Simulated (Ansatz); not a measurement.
## Quasiparticle gap of InP (F-43m)

How far does one-shot GW move the PBE gap of InP (F-43m)?

Method: PBE, then G0W0 on it, plane waves, PAW, in Ansatz 0.2.0.

Most raw output is cut from this account.

In doubt: masses and optical values from hybrid runs of this build are listed as unsure (in some of the runs), which bears on the screening that GW takes from such a start.

### 1. The structure

It takes space group F-43m (No. 216, cubic). Conventional cell: a = 5.869 Å, b = 5.869 Å, c = 5.869 Å, α = 90.00°, β = 90.00°, γ = 90.00°. In has 4 P at 2.54 Å nearest. Nearest to P lie 4 In at 2.54 Å. Farther neighbours are not listed.

As a file:

```cif
data_structure
_symmetry_space_group_name_H-M 'F-43m'
_symmetry_Int_Tables_number 216
_cell_length_a 5.8687
_cell_length_b 5.8687
_cell_length_c 5.8687
_cell_angle_alpha 90.000
_cell_angle_beta 90.000
_cell_angle_gamma 90.000
_cell_volume 202.13
loop_
_atom_site_label
_atom_site_type_symbol
_atom_site_symmetry_multiplicity
_atom_site_Wyckoff_symbol
_atom_site_fract_x
_atom_site_fract_y
_atom_site_fract_z
_atom_site_occupancy
In1 In 4 a 0.00000 0.00000 0.00000 1
P1 P 4 d 0.25000 0.25000 0.75000 1
```

The cell and positions come from the Crystallography Open Database and are kept as given unless a step says otherwise.

### 2. Bands along the symmetry lines

Levels along a band path and on the mesh show where this functional puts the band edges.

This step: DFT, PBE, plane waves, PAW; PAW set soft_1.

Input file input.yaml:

```yaml
crystal:
  lattice:
    - [0.0, 2.93435, 2.93435]
    - [2.93435, 0.0, 2.93435]
    - [2.93435, 2.93435, 0.0]
  atoms:
    - { symbol: In, position: [0.0, 0.0, 0.0] }
    - { symbol: P, position: [0.25, 0.25, 0.25] }
kpoints:
  mp_grid: { grid: [8, 8, 8] }
  band_path:
    path:
      - [[0.0, 0.0, 0.0], [-0.5, -0.5, 0.0], [-0.375, -0.375, 0.25]]
      - [[-0.375, 0.0, 0.375], [0.0, 0.0, 0.0], [0.0, 0.0, 0.5], [-0.5, -0.25, 0.25], [-0.5, -0.5, 0.0]]
    npoints: 10
hamiltonian:
  xc: pbe
  pseudopotentials: { kind: paw, azcp: { folder: soft_1 } }
scf:
  occupations: { method: fermi_dirac, width: 0.02 }
  n_extra_bands: 4
output:
  eigenvalues: true
  write_density: true
  write_potential: true
  elf: true
  volumetric_format: npy
```

Launch:

```console
> ansatz run input.yaml --threads 3 --pin off --max-ram 92160MiB --backend cuda --events-out ev --progress --plain --runs-dir out --devices 1 --max-vram 13GiB
```

It took 8.5 s on 1 × NVIDIA H100 80GB HBM3 (shared by 6 runs) with 3 threads of AMD EPYC 7R13 (Zen 3), shared host; peak memory 0.89 GiB; 2.8 s of CPU time.

Numbers from this step:

| Item | Value |
| --- | --- |
| filled bands | 9 |
| gap | 0.6922 eV |
| valence top at | Γ |
| conduction bottom at | Γ |
| least direct gap | 0.6922 eV |

Over mesh and path the gap is 0.692 eV, direct, at k = Γ.

Electronic bands along the path, in eV, zero at the top of the highest nominally filled band:

| point | band 6 | band 7 | band 8 | band 9 | band 10 | band 11 | band 12 | band 13 |
| --- | --- | --- | --- | --- | --- | --- | --- | --- |
| Γ | -11.49 | 0.00 | 0.00 | 0.00 | 0.69 | 4.09 | 4.09 | 4.09 |
| halfway | -10.60 | -3.33 | -1.40 | -1.40 | 2.49 | 3.12 | 6.37 | 6.37 |
| X | -9.13 | -5.73 | -2.31 | -2.31 | 1.77 | 2.27 | 9.18 | 9.56 |
| halfway | -9.11 | -5.69 | -2.73 | -2.21 | 2.05 | 2.87 | 8.37 | 8.68 |
| U | -9.14 | -5.59 | -3.28 | -1.93 | 2.36 | 4.38 | 7.49 | 7.52 |
| jump to K | -9.14 | -5.59 | -3.28 | -1.93 | 2.36 | 4.38 | 7.49 | 7.52 |
| halfway | -10.51 | -3.79 | -1.99 | -0.57 | 2.82 | 4.68 | 4.99 | 5.21 |
| Γ | -11.49 | 0.00 | 0.00 | 0.00 | 0.69 | 4.09 | 4.09 | 4.09 |
| halfway | -10.82 | -3.43 | -0.55 | -0.55 | 1.79 | 4.79 | 4.79 | 5.31 |
| L | -9.78 | -5.71 | -0.97 | -0.97 | 1.49 | 4.81 | 4.81 | 7.10 |
| halfway | -9.46 | -5.52 | -2.68 | -1.62 | 3.16 | 4.18 | 5.87 | 7.21 |
| W | -9.05 | -5.58 | -2.93 | -2.89 | 4.29 | 4.36 | 5.56 | 6.20 |
| halfway | -9.09 | -5.66 | -2.64 | -2.63 | 2.69 | 3.10 | 7.64 | 7.72 |
| X | -9.13 | -5.73 | -2.31 | -2.31 | 1.77 | 2.27 | 9.18 | 9.56 |

Electrostatic potential energy in the ac plane of a cell with a along [110], b along [-110] and c along [001] of the cube at fractional y = 0.000, with atoms of In and P within 0.2 Å of it. With pseudopotentials it is smooth inside the atoms' cores, unlike the true potential.

Values in eV, 9 rows by 16 columns, each cell a mean:
```
-29 -17   3   3   2   4  -9 -28 -29 -17   3   3   2   4  -9 -28
 -4   3  -4 -31 -35 -13   4  -2  -4   3  -4 -31 -35 -13   4  -2
 10   8  -6 -36 -39 -18   6   9  10   8  -6 -36 -39 -18   6   9
 11  10   7  -3  -6   4  10  11  11  10   7  -3  -6   4  10  11
 11  11  11  10  10  10  11  11  11  11  11  10  10  10  11  11
 11  11  11  11  10  11  11  11  11  11  11  11  10  11  11  11
  8   9  10  11  11  10  10   9   8   9  10  11  11  10  10   9
-12  -1   8  10  10   9   3  -9 -12  -1   8  10  10   9   3  -9
-30 -21   3   9  10   7 -13 -30 -30 -21   3   9  10   7 -13 -30
```
Columns run along a (8.3 Å; values clipped at the 3rd and 97th percentile), rows up along c (5.9 Å), edges of the conventional cell, whose origin can differ from the input's. Atoms in or near the plane, at fractional coordinates: In at (0.50, 0.00), In at (0.00, 0.00), P at (0.75, 0.75), P at (0.25, 0.75).

Valence density in the ac plane of a cell with a along [110], b along [-110] and c along [001] of the cube at fractional y = 0.000, with atoms of In and P within 0.2 Å of it. It is the smooth field of the valence electrons, not physical close to the nuclei.

Ten steps, logarithmic in the rise over the least value, from '_' (0.01 × 1e0 e/Å³) to '@' (9.50 × 1e0 e/Å³), each cell a mean:
```
@@%%++--::::::::--++%%@@@@##==--::::::--==##@@
##**==--========--==**####++----======----++##
==----============----==------==========------
..::--====::::====--::..::::--==--..--==--::::
__..::--==----==--::..__....--==--::--==--....
____..--======--::..______..::--======--::..__
____..::------::....________..::------::..____
______....::::....____________..::::....______
__________....____________________..__________
______________________________________________
______________________________________________
....________________......__________________..
::::..____________..::::::....__________....::
++==::..________..::==++++--..__________::--++
%%##==::..____..::==##%%%%**--..______..--**%%
@@%%++::........::++%%@@@@##==::......::==##@@
```
Columns run along a (8.3 Å), rows up along c (5.9 Å), edges of the conventional cell, whose origin can differ from the input's. Atoms in or near the plane, at fractional coordinates: In at (0.50, 0.00), In at (0.00, 0.00), P at (0.75, 0.75), P at (0.25, 0.75).

### 3. One-shot GW

G0W0 replaces the xc potential by a self-energy built once from the orbitals of the start. Levels are corrected in the window of bands that the input names, at points of the mesh.

This step: G0W0 on PBE, plane waves, PAW.

Input file input.yaml:

```yaml
crystal:
  lattice:
    - [0.0, 2.93435, 2.93435]
    - [2.93435, 0.0, 2.93435]
    - [2.93435, 2.93435, 0.0]
  atoms:
    - { symbol: In, position: [0.0, 0.0, 0.0] }
    - { symbol: P, position: [0.25, 0.25, 0.25] }
kpoints:
  mp_grid: { grid: [8, 8, 8] }
hamiltonian:
  xc: pbe
  pseudopotentials: { kind: paw, source: ansatz }
scf:
  occupations: { method: fixed }
gw:
  n_empty_bands: 849
  ecut_chi: 380
  qp_bands: [v2, c2]
  qp_kpoints: band_edges
  screening: { model: contour_deformation }
```

Wall time 7.8 min (1 × NVIDIA H100 80GB HBM3 (shared by 6 runs) with 3 threads); peak memory 6.8 GiB; 14 min of CPU time.

This step gave:

- bands summed: 862
- RPA ε∞ on this mesh (eigenvalues): 14.25, 14.25, 14.25
- plane waves in the screening matrix: 869
- q-points in the mesh: 512
- G0W0 gap over the corrected points: 1.193 eV
- k of the valence top: 0, 0, 0
- k of the conduction bottom: 0, 0, 0
- starting gap on the mesh: 0.6931 eV
- Z at the valence top: 0.7431
- Z at the conduction bottom: 0.7675
- least direct G0W0 gap over the corrected points: 1.193 eV

Over 14 of 29 irreducible mesh points the G0W0 gap is 1.193 eV, direct, at k = Γ. The PBE gap of this run on the mesh is 0.693 eV. The two states that bound the G0W0 gap lie that far apart at the start, so the correction of the gap is 1.193 − 0.693 = +0.500 eV. The start of this run differs from the step before in files (soft_1 PAW and hard PAW) and plane-wave cutoff (420 eV and 710 eV). The program marks 23 of the 56 corrected levels as in doubt (Σc rises), among them the valence top.

Labels follow the order of the start: v1 is the top filled band, c1 the lowest empty one; levels that stay degenerate share a row, the window can cut a multiplet, doubted levels are not marked in this list, bands outside the window were not corrected, and the list may be a part of the corrected levels. The levels before and after the correction (eV, zero at the valence-band top of each column):

|  | conduction bottom | valence top |
| --- | --- | --- |
| Kohn-Sham | 0.69 | 0.00 |
| G0W0 | 1.19 | 0.00 |

|  | level | occupation | energy (eV) |
| --- | --- | --- | --- |
| Kohn-Sham | Γ v2-v1 | 2 | 0.000 |
| Kohn-Sham | Γ c1 | 0 | 0.693 |
| Kohn-Sham | Γ c2 | 0 | 4.092 |
| G0W0 | Γ v2-v1 | 2 | 0.000 |
| G0W0 | Γ c1 | 0 | 1.193 |
| G0W0 | Γ c2 | 0 | 4.696 |

The parts of the quasiparticle energy for the two states that bound the G0W0 gap, in eV on the run's own scale (QP = start + Σx + Σc − Vxc, with Σc at the quasiparticle energy):

| edge | k | band | start | Σx | Σc | Vxc | Z | QP |
| --- | --- | --- | --- | --- | --- | --- | --- | --- |
| valence top | Γ | 12 | 7.952 | −16.577 | 0.910 | −15.070 | 0.743 | 7.354 |
| conduction bottom | Γ | 14 | 8.645 | −10.519 | −3.662 | −14.084 | 0.767 | 8.548 |

### 4. Spin-orbit coupling in PBE

This run has two-component orbitals with spin-orbit coupling.

This step: DFT, PBE with spin-orbit coupling, plane waves, PAW; PAW set soft_1.

Input file input.yaml:

```yaml
crystal:
  lattice:
    - [0.0, 2.93435, 2.93435]
    - [2.93435, 0.0, 2.93435]
    - [2.93435, 2.93435, 0.0]
  atoms:
    - { symbol: In, position: [0.0, 0.0, 0.0] }
    - { symbol: P, position: [0.25, 0.25, 0.25] }
kpoints:
  mp_grid: { grid: [8, 8, 8] }
  band_path:
    path:
      - [0.0, 0.0, 0.0]
      - [-0.5, -0.5, 0.0]
      - [-0.375, -0.375, 0.25]
      - [-0.375, 0.0, 0.375]
      - [0.0, 0.0, 0.5]
      - [-0.5, -0.25, 0.25]
    npoints: 1
hamiltonian:
  xc: pbe
  pseudopotentials: { kind: paw_fr, azcp: { folder: soft_1 } }
scf:
  occupations: { method: fermi_dirac, width: 0.02 }
  n_extra_bands: 8
magnetization:
  noncollinear: true
  spin_orbit: true
output:
  eigenvalues: true
```

It took 7 s on 1 × NVIDIA H100 80GB HBM3 (shared by 6 runs) with 3 threads; peak memory 0.89 GiB.

Numbers from this step:

| Quantity | Value |
| --- | --- |
| gap | 0.6643 eV |
| valence top at | Γ |
| conduction bottom at | Γ |
| least direct gap | 0.6643 eV |

Over mesh and listed points the gap is 0.664 eV, direct, at k = Γ. PBE+SOC against PBE: 0.664 − 0.692 = −0.028 eV, with the same mesh, set of files (read in its fully relativistic form for the spin-orbit run) and cutoff, and both edges at the same k points. The spin-orbit run sees mesh and listed points alone, so its gap is an upper bound: the coupling can move an edge off these points, the more so as this crystal has no centre of inversion, and the change over the zone, its sign included where it is small, is not known.

### 5. Side by side

Each gap is the least one over the points named; times are wall times on shared hosts, not benchmarks. A G0W0 time includes the run's own self-consistent start. Runs with listed points see these and the mesh alone, so an edge that moves elsewhere is missed. Rows marked * are further runs, not shown as steps, whose inputs differ from the G0W0 step on the same start in the columns given; solver thresholds can differ too. Rows marked ? have an edge level that the program doubts.

| level | mesh | files, cutoff | bands summed, screening | points | gap (eV) | valence top | conduction bottom | least direct gap (eV) | time |
| --- | --- | --- | --- | --- | --- | --- | --- | --- | --- |
| PBE | 8×8×8 | soft_1 PAW, 420 eV | - | mesh and path | 0.692 | Γ | Γ | 0.692 | 8.5 s |
| PBE+SOC | 8×8×8 | soft_1 PAW, 420 eV | - | mesh and listed points | 0.664 | Γ | Γ | 0.664 | 7 s |
| G0W0@PBE* | 8×8×8 | hard PAW, 710 eV | 223, 150 eV | 14 of 29 irreducible mesh points | 1.210 | Γ | Γ | 1.210 | 55 s |
| G0W0@PBE*? | 8×8×8 | hard PAW, 710 eV | 466, 250 eV | 14 of 29 irreducible mesh points | 1.196 | Γ | Γ | 1.196 | 2.6 min |
| G0W0@PBE? | 8×8×8 | hard PAW, 710 eV | 862, 380 eV | 14 of 29 irreducible mesh points | 1.193 | Γ | Γ | 1.193 | 7.8 min |
| G0W0@PBE* | 10×10×10 | hard PAW, 710 eV | 223, 150 eV | 18 of 47 irreducible mesh points | 1.224 | Γ | Γ | 1.224 | 1.9 min |

### 6. What came out

```yaml
pbe_gap_over_mesh_and_path: 0.692 eV, direct, at k = Γ
g0w0_pbe_gap_over_14_of_29_irreducible_mesh_points: 1.193 eV, direct, at k = Γ
pbe_soc_gap_over_mesh_and_listed_points: 0.664 eV
gw_settings: 8×8×8 mesh, 849 empty bands, screening to 380 eV, hard PAW files
known_limits: finite bands, screening cutoff and k mesh; no spin-orbit coupling in G0W0; d shells not analysed
```

What this shows: Over 14 of 29 irreducible mesh points the G0W0 gap is 1.193 eV, direct, at k = Γ. The PBE gap of this run on the mesh is 0.693 eV. The two states that bound the G0W0 gap lie that far apart at the start, so the correction of the gap is 1.193 − 0.693 = +0.500 eV. The valence state moves by 7.354 − 7.952 = −0.598 eV and the conduction state by 8.548 − 8.645 = −0.097 eV, on the run's own scale; with 223 bands the edge states move by −0.482 and +0.035 eV, so the split between the edges depends on the bands and cutoff. Both edges that PBE shows over mesh and path lie at k points where levels were corrected. Levels at other points were not corrected, so a lower G0W0 gap elsewhere in the zone is not ruled out. From 223 bands and 150 eV to 862 bands and 380 eV the gap moves by 1.193 − 1.210 = −0.017 eV (rung by rung 1.210, 1.196, 1.193 eV); bands and screening cutoff rise together, so their parts are not told apart. An edge row is in doubt in the runs with 466 and 862 bands, so no limit is drawn and it is not known. With the 10×10×10 mesh in place of the 8×8×8 mesh and all else as in the G0W0@PBE row with 223 bands, the gap differs by 1.224 − 1.210 = +0.014 eV, and that of the start by 0.693 − 0.693 = +0.000 eV. G0W0 on other starts in this series, not shown as steps and not all at these settings: 1.613 eV on HSE06 (8×8×8, hard PAW, 466 bands, 250 eV), 1.773 eV on PBE0 (8×8×8, hard PAW, 466 bands, 250 eV) and 1.070 eV on LDA (8×8×8, hard PAW, 466 bands, 250 eV). PBE+SOC against PBE: 0.664 − 0.692 = −0.028 eV, with the same mesh, set of files (read in its fully relativistic form for the spin-orbit run) and cutoff, and both edges at the same k points. The spin-orbit run sees mesh and listed points alone, so its gap is an upper bound: the coupling can move an edge off these points, the more so as this crystal has no centre of inversion, and the change over the zone, its sign included where it is small, is not known. What spin-orbit coupling does to the G0W0 levels was not computed, so no sum with the G0W0 gap is formed. For the G0W0 step: the program marks 23 of the 56 corrected levels as in doubt (Σc rises), among them the valence top. The G0W0 runs are scalar-relativistic. One-shot GW is known to converge slowly in bands for compounds with shallow d shells. The cell holds In; the filling of the d shell and its place against the gap were not analysed here. G0W0 is shown with one set of atomic data (hard PAW), so the error from the files is not known here.

[Paths, hosts, dates, memory and timing lines, banners, echoed tables and standing remarks are left out of the program output.]

[Logs are printed without paths, hosts, clocks, repeated set-up lines and the standing remarks that a program may print on its own settings, such as how far it seeks lower states.]

[Runs of the session that timed out or met a known fault of the program may be left out.]

[Cells called generated may have been cut or substituted from an entry of the Crystallography Open Database or the Materials Project.]

[Hosts, paths, dates, database ids (printed as entryN), source tags and the programs' standing remarks are cut or masked in the printed files.]

[Where an RPA ε∞ is given, it is that of the G0W0 mesh and is not shown converged in it. Names of k-points follow the symmetry that the program found, which can be lower than the space group named. Band edges on a path are those of the sampled points; other points can move an edge, and change direct to indirect where valleys lie close.]

[Hybrid gaps are those of their k-mesh and are not shown converged in it.]
